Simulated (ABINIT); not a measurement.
Planning a run of ABINIT 10.8.3 on BaTiO3 (P4mm). The input:

```
acell 3*1.0 Angstrom
rprim 
  3.999800000000 0.000000000000 0.000000000000
  0.000000000000 3.999800000000 0.000000000000
  0.000000000000 0.000000000000 4.018000000000
ntypat 3
znucl 56 22 8
natom 5
typat 1 2 3 3 3
xred 
  0.000000000000 0.000000000000 0.000000000000
  0.500000000000 0.500000000000 0.490000000000
  0.500000000000 0.500000000000 0.019000000000
  0.500000000000 0.000000000000 0.517000000000
  0.000000000000 0.500000000000 0.517000000000
pp_dirpath "pseudos"
pseudos "Ba.upf, Ti.upf, O.upf"
ecut 38
ngkpt 4 4 4
nshiftk 1
shiftk 0 0 0
kptopt 1
chksymbreak 0
iscf -2
irdden 1
istwfk *1
nband 119
nbdbuf 10
tolwfr 1e-09
nstep 60
prtvol 0
indata_prefix "in"
outdata_prefix "out"
tmpdata_prefix "tmp"
```

The database entry behind the starting cell differs from later determinations by our own check (c/a about 0.6 % short), so it need not match the best structure at ambient conditions.

```sh
OMP_NUM_THREADS=1 mpirun -n 8 abinit run.abi > log
```

Question: Estimate wall time and host memory on 8 MPI ranks of Arm Neoverse V2, shared host.

It took 47 s; on shared hardware allow 23 s to 94 s. Peak host memory was 0.7 GiB.

[Paths, hosts, dates, memory and timing lines, banners, echoed tables and standing remarks are left out of the program output.]

[Logs are printed without paths, hosts, clocks, repeated set-up lines and the standing remarks that a program may print on its own settings, such as how far it seeks lower states.]

[Runs of the session that timed out or met a known fault of the program may be left out.]

[No measured gap is set beside runs whose start may be inverted or whose files or cutoffs have a known fault.]

[Hosts, paths, dates, database ids (printed as entryN), source tags and the programs' standing remarks are cut or masked in the printed files.]

[G0W0 gaps are taken among the corrected bands and points alone; a level outside them can change the order at an edge.]

[Where Ansatz stands beside ABINIT at settings called matched, ABINIT's density can come from a denser mesh and the files from another edition; pairs whose starting gaps differed by over 0.03 eV were left out, so agreement reads better than it is.]
